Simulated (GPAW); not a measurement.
# Magnetic state of Fe2 V7 Fe2 001 from several starts

Wanted: the moments of Fe2 V7 Fe2 001 and the energy of each order that was tried.

Method: PBE; plane waves with GPAW's PAW setups, scalar-relativistic, in GPAW 26.7.0.

## (1) Starting point

The cell holds 11 atoms: 4 Fe and 7 V. Cell: a = 3.024 Å, b = 3.024 Å, c = 26.458 Å, α = 90.0°, β = 90.0°, γ = 90.0°. ideal sites on the substrate's mesh, layer spacings from atomic volumes, unrelaxed, 12 A of vacuum. Vacuum lies along c.

## (2) Start 1: ferro ++++

Parallel moments need no larger cell; this start tests for a ferromagnetic state only.

order1.py reads:

```python
import json
import numpy as np
from ase import Atoms
from ase.parallel import paropen, parprint
from gpaw import GPAW

atoms = Atoms(['Fe', 'Fe', 'V', 'V', 'V', 'V', 'V', 'V', 'V', 'Fe', 'Fe'],
    cell=[[3.024, 0.0, 0.0],
         [0.0, 3.024, 0.0],
         [0.0, 0.0, 26.4578]],
    scaled_positions=[[0.0, 0.0, 0.226777],
         [0.5, 0.5, 0.275548],
         [0.0, 0.0, 0.328515],
         [0.5, 0.5, 0.385676],
         [0.0, 0.0, 0.442838],
         [0.5, 0.5, 0.5],
         [0.0, 0.0, 0.557162],
         [0.5, 0.5, 0.614324],
         [0.0, 0.0, 0.671485],
         [0.5, 0.5, 0.724452],
         [0.0, 0.0, 0.773223]],
    pbc=True,
    magmoms=[2.6, 2.6, 0.0, 0.0, 0.0, 0.0, 0.0, 0.0, 0.0, 2.6, 2.6])
atoms.calc = GPAW(mode={'name': 'pw', 'ecut': 450},
    xc='PBE',
    kpts={'size': (20, 20, 1), 'gamma': True},
    occupations={'name': 'fermi-dirac', 'width': 0.05},
    convergence={'density': 1e-05, 'energy': 1e-05},
    maxiter=250,
    mixer={'name': 'pulay', 'beta': 0.03, 'nmaxold': 8, 'weight': 100},
    symmetry={'tolerance': 1e-4},
    txt='order1.txt')
e = atoms.get_potential_energy(force_consistent=True)
res = {'free_energy': e, 'energy_sigma0': atoms.get_potential_energy(), 'fermi_energy': atoms.calc.get_fermi_level()}
res['moments'] = atoms.get_magnetic_moments().tolist()
res['total'] = atoms.get_magnetic_moment()
parprint('site moments (muB):', np.round(res['moments'], 3))
parprint(f"total moment: {res['total']:.3f} muB")
parprint(f'free energy: {e:.6f} eV')
atoms.calc.write('order1.gpw')
with paropen('results.json', 'w') as f:
    json.dump(res, f)
```

The run is started by

```sh
$ OMP_NUM_THREADS=1 mpirun -n 8 gpaw python order1.py > order1.log
```

Numbers of over 12 decimals in the logs are rounded to 6 here.

What it wrote:

```text
site moments (muB): [ 2.945  1.976 -0.459  0.007  0.    -0.035  0.     0.007 -0.459  1.976
  2.945]
total moment: 8.946 muB
free energy: -93.111616 eV

--- order1.txt ---
Input parameters:
  mode=PW(ecut=450),
  convergence={'density': 1e-05, 'energy': 1e-05},
  kpts=MonkhorstPack(size=(20, 20, 1), gamma=True),
  maxiter=250,
  mixer=Pulay(name='pulay', nmaxold=8, beta=0.03, weight=100, sigma=0.015, g_ss=None),
  occupations=Occupations(name='fermi-dirac', width=0.05),
  symmetry=Symmetry(tolerance=0.0001),
  xc=XC(name='PBE')

Diagonalizing LCAO Hamiltonian
Converting LCAO to pw mode
   .------.
  /|      |
 * |      |
 | |      |
 | |      |
 | |      |
 | |      |
 | |      |
 | |      |
 Fe|      |
 | | Fe   |
 | |      |
 | |      |
 V | V    |
 | |      |
 | |      |
 V |      |
 | | V    |
 | |      |
 | |      |
 V |      |
 | | V    |
 | |      |
 V |      |
 | | Fe   |
 | |      |
 | |      |
 Fe|      |
 | |      |
 | |      |
 | |      |
 | |      |
 | .------.
 |/      /
 *------*

Atoms  # Å, Bohr magnetons
|    | symbol |        x |        y |         z |    initial magnetic moments |
|----|--------|----------|----------|-----------|-----------------------------|
|  0 |     Fe | 0.000000 | 0.000000 |  6.000021 | ( 0.0000,  0.0000,  2.6000) |
|  1 |     Fe | 1.512000 | 1.512000 |  7.290394 | ( 0.0000,  0.0000,  2.6000) |
|  2 |      V | 0.000000 | 0.000000 |  8.691784 | ( 0.0000,  0.0000,  0.0000) |
|  3 |      V | 1.512000 | 1.512000 | 10.204138 | ( 0.0000,  0.0000,  0.0000) |
|  4 |      V | 0.000000 | 0.000000 | 11.716519 | ( 0.0000,  0.0000,  0.0000) |
|  5 |      V | 1.512000 | 1.512000 | 13.228900 | ( 0.0000,  0.0000,  0.0000) |
|  6 |      V | 0.000000 | 0.000000 | 14.741281 | ( 0.0000,  0.0000,  0.0000) |
|  7 |      V | 1.512000 | 1.512000 | 16.253662 | ( 0.0000,  0.0000,  0.0000) |
|  8 |      V | 0.000000 | 0.000000 | 17.766016 | ( 0.0000,  0.0000,  0.0000) |
|  9 |     Fe | 1.512000 | 1.512000 | 19.167406 | ( 0.0000,  0.0000,  2.6000) |
| 10 |     Fe | 0.000000 | 0.000000 | 20.457779 | ( 0.0000,  0.0000,  2.6000) |

Unit cell  # Å
| periodic |        x |        y |         z |   lengths |    angles |
|----------|----------|----------|-----------|-----------|-----------|
|      yes | 3.024000 | 0.000000 |  0.000000 |  3.024000 | 90.000000 |
|      yes | 0.000000 | 3.024000 |  0.000000 |  3.024000 | 90.000000 |
|      yes | 0.000000 | 0.000000 | 26.457800 | 26.457800 | 90.000000 |

Number of symmetries: 16

BZ-sampling:
  Number of BZ points: 400
  Number of IBZ points: 66

  Monkhorst-Pack size: [20, 20, 1]
  Monkhorst-Pack shift: [0.025, 0.025, 0.0]

K-points  # in reciprocal-cell coordinates
|     |                                coordinates |     weight |
|-----|--------------------------------------------|------------|
|   0 | ( -0.00000000,  -0.00000000,   0.00000000) | 0.00250000 |
|   1 | (  0.05000000,  -0.00000000,   0.00000000) | 0.01000000 |
|   2 | (  0.05000000,   0.05000000,   0.00000000) | 0.01000000 |
|   3 | (  0.10000000,  -0.00000000,   0.00000000) | 0.01000000 |
|   4 | (  0.10000000,   0.05000000,   0.00000000) | 0.02000000 |
|   5 | (  0.10000000,   0.10000000,   0.00000000) | 0.01000000 |
|   6 | (  0.15000000,  -0.00000000,   0.00000000) | 0.01000000 |
|   7 | (  0.15000000,   0.05000000,   0.00000000) | 0.02000000 |
|   8 | (  0.15000000,   0.10000000,   0.00000000) | 0.02000000 |
|   9 | (  0.15000000,   0.15000000,   0.00000000) | 0.01000000 |
| ... |                                            |            |
|  65 | (  0.50000000,   0.50000000,   0.00000000) | 0.00250000 |

Plane wave coefficients: 5307
Cutoff: 450.000000 eV

Spin-components: 2 (collinear spins)
Bands:           85
Projectors:      66
Spin-degeneracy: 1
Datatype:        complex128

Parallelization:
  kpt:    8
  domain: 1
  band:   1

Density:
  Valence electrons: 123.0
  Components: 2
  Grid points: [ 15  15 135]
  Charge: 0.0  # |e|

Potential:
  Grid points: [ 15  15 135]

species:
  Fe:
    name:    Iron
    Z:       26.0
    valence: 8
    core:    18
    charge:  0.0  # [|e|]
    compensation charges:
      type: gauss
      rc: 0.33  # [Å]
      lmax: 2
    cutoffs:
      filter: 2.06  # [Å]
      core: 2.67  # [Å]
    projectors
    | kind |    occ | energy [eV] | rcut [Å] |
    |------|--------|-------------|----------|
    |   4s |  2.000 |      -5.291 |    1.164 |
    |   4p |  0.000 |      -1.326 |    1.058 |
    |   3d |  6.000 |      -7.505 |    1.058 |
    |    s |        |      21.920 |    1.164 |
    |    p |        |      25.885 |    1.058 |
    |    d |        |      19.706 |    1.058 |

    Using partial waves for Fe as LCAO basis

  V:
    name:    Vanadium
    Z:       23.0
    valence: 13
    core:    10
    charge:  0.0  # [|e|]
    compensation charges:
      type: gauss
      rc: 0.37  # [Å]
      lmax: 2
    cutoffs:
      filter: 2.14  # [Å]
      core: 0.96  # [Å]
    projectors
    | kind |    occ | energy [eV] | rcut [Å] |
    |------|--------|-------------|----------|
    |   3s |  2.000 |     -70.222 |    1.254 |
    |   4s |  2.000 |      -4.702 |    1.254 |
    |   3p |  6.000 |     -44.043 |    1.281 |
    |   4p |  0.000 |      -1.444 |    1.281 |
    |   3d |  3.000 |      -5.164 |    1.169 |
    |    d |        |      22.047 |    1.169 |

    Using partial waves for V as LCAO basis

Reference energy: -319221.287334  # eV

eigensolver:
  PPCG
  Converge bands: occupied
  niter=2

density mixing:
  Pulay-Mixer
  Linear mixing parameters: 0.03
  Old densities: 8
  Fourier metric: weight=100, sigma=0.015

occupation numbers:
  Fermi-Dirac:
    width: 0.0500  # eV

poisson solver:
  ecut: 3600.000000  # eV

xc functional:
  name: PBE with 2 nearest neighbor stencil

convergence criteria:
- Maximum integral of absolute [dens]ity change: 1e-05 electrons / valence electron
- Maximum [total energy] change in last 3 cyles: 1e-05 eV / valence electron
- Maximum integral of absolute [eigenst]ate change: 4e-08 eV^2 / valence electron
maximum number of iterations: 250

SCF iterations
|iter     |      energy | eigst |  dens |  magmom |
|---------|-------------|-------|-------|---------|
|iter:   1|       0s | -105.273253 | +0.72 |       | +10.4273|
|iter:   2|      14s | -133.399011 | +0.49 | -0.87 | +10.4049|
|iter:   3|      28s |  -96.155735 | -0.48 | -0.54 | +10.3278|
|iter:   4|      42s |  -95.655818 | -1.40 | -1.05 | +10.3046|
|iter:   5|      56s |  -94.178983 | -1.38 | -1.08 | +10.2132|
|iter:   6|      70s |  -92.956980 | -1.02 | -1.16 | +10.0748|
|iter:   7|      84s |  -92.837102 | -1.09 | -1.30 |  +9.9732|
|iter:   8|      99s |  -92.804525 | -1.81 | -1.36 |  +9.9524|
|iter:   9|     113s |  -92.719498 | -2.27 | -1.37 |  +9.8967|
|iter:  10|     127s |  -92.733449 | -2.09 | -1.42 |  +9.7256|
[... 56 iterations left out ...]
|iter:  67|     847s |  -93.050705c| -7.73c| -4.67 |  +8.9445|
|iter:  68|     854s |  -93.050707c| -7.91c| -4.67 |  +8.9448|
|iter:  69|     860s |  -93.050706c| -7.61c| -4.74 |  +8.9448|
|iter:  70|     867s |  -93.050706c| -8.19c| -4.68 |  +8.9448|
|iter:  71|     874s |  -93.050707c| -8.00c| -4.71 |  +8.9451|
|iter:  72|     881s |  -93.050708c| -8.16c| -4.79 |  +8.9451|
|iter:  73|     887s |  -93.050709c| -7.64c| -4.81 |  +8.9456|
|iter:  74|     894s |  -93.050710c| -7.75c| -4.94 |  +8.9457|
|iter:  75|     901s |  -93.050710c| -7.83c| -4.97 |  +8.9459|
|iter:  76|     908s |  -93.050712c| -7.62c| -5.02c|  +8.9463|

Converged in 76 steps
Energy contributions relative to reference atoms: (reference = -319221.287334)

Energy contributions:
  Kinetic:          -0.172657
  Coulomb:          -4.635656
  Zero:              1.534600
  External:          0.000000
  Xc:              -89.716095
  Entropy:          -0.121809
  Spinorbit:         0.000000
  ----------------------------
  Free energy:     -93.111616
  Extrapolated:    -93.050712

dipole moment: (-44.011975, -44.011975, -0.000520)  # |e|*Ang

Total magnetic moment: (0.000000, 0.000000, 8.946281)

Local magnetic moments
|        x |        y |         z |
|----------|----------|-----------|
| 0.000000 | 0.000000 |  2.944610 |  # Fe   0
| 0.000000 | 0.000000 |  1.975673 |  # Fe   1
| 0.000000 | 0.000000 | -0.459393 |  # V    2
| 0.000000 | 0.000000 |  0.007069 |  # V    3
| 0.000000 | 0.000000 |  0.000441 |  # V    4
| 0.000000 | 0.000000 | -0.035120 |  # V    5
| 0.000000 | 0.000000 |  0.000441 |  # V    6
| 0.000000 | 0.000000 |  0.007069 |  # V    7
| 0.000000 | 0.000000 | -0.459393 |  # V    8
| 0.000000 | 0.000000 |  1.975673 |  # Fe   9
| 0.000000 | 0.000000 |  2.944610 |  # Fe  10

Fermi level: 4.201
Eigenvalues  # (at kpt = [-0.000, -0.000, 0.000])
| band index |      eig [eV] | occ [0-1] |      eig [eV] | occ [0-1] |
|------------|---------------|-----------|---------------|-----------|
|          0 |       -59.612 |     1.000 |       -60.014 |     1.000 |
|        ... |               |           |               |           |
|         48 |         1.787 |     1.000 |         3.947 |     0.994 |
|         49 |         1.907 |     1.000 |         3.947 |     0.994 |
|         50 |         2.270 |     1.000 |         3.947 |     0.994 |
|         51 |         2.274 |     1.000 |         4.257 |     0.247 |
|         52 |         2.361 |     1.000 |         4.257 |     0.247 |
|         53 |         2.755 |     1.000 |         4.258 |     0.243 |
|         54 |         2.755 |     1.000 |         4.258 |     0.243 |
|         55 |         2.755 |     1.000 |         4.322 |     0.082 |
|         56 |         2.755 |     1.000 |         4.416 |     0.013 |
|         57 |         3.065 |     1.000 |         4.419 |     0.013 |
|         58 |         3.276 |     1.000 |         4.600 |     0.000 |
|         59 |         3.276 |     1.000 |         4.600 |     0.000 |
|         60 |         3.967 |     0.991 |         4.703 |     0.000 |
|         61 |         4.591 |     0.000 |         4.720 |     0.000 |
|         62 |         4.591 |     0.000 |         4.720 |     0.000 |
|         63 |         4.597 |     0.000 |         4.896 |     0.000 |
|        ... |               |           |               |           |
|         84 |         6.840 |     0.000 |         7.243 |     0.000 |

No gap
No difference between direct/indirect transitions
```

The job ended after 16 min (8 MPI ranks of Arm Neoverse V1, shared host; peak memory 2.9 GiB; 2.1 h of CPU time).

Spin moment in the augmentation sphere by atom:

```
atom  spin moment in the augmentation sphere (μB)
 Fe1                                         2.94
 Fe2                                         1.98
  V3                                        -0.46
  V4                                         0.01
  V5                                         0.00
  V6                                        -0.04
  V7                                         0.00
  V8                                         0.01
  V9                                        -0.46
Fe10                                         1.98
Fe11                                         2.94
```

Numbers from this step:

* magnetization: 8.946 μB
* final state: ferrimagnetic

After 76 cycles the largest moment stands at 2.94 μB.

(Continued in part 2 of 2.)

[Logs and program files are shortened in this print: banners, set-up blocks, solver, clock and traceback lines can be left out without a mark of their own.]

[Logs are printed without paths, hosts, clocks, repeated set-up lines and the standing remarks that a program may print on its own settings, such as how far it seeks lower states.]

[Hosts, paths, dates, database ids (printed as entryN), source tags and the programs' standing remarks are cut or masked in the printed files.]

[Where a cell is said to come from a database of computed structures, the database is the Materials Project.]
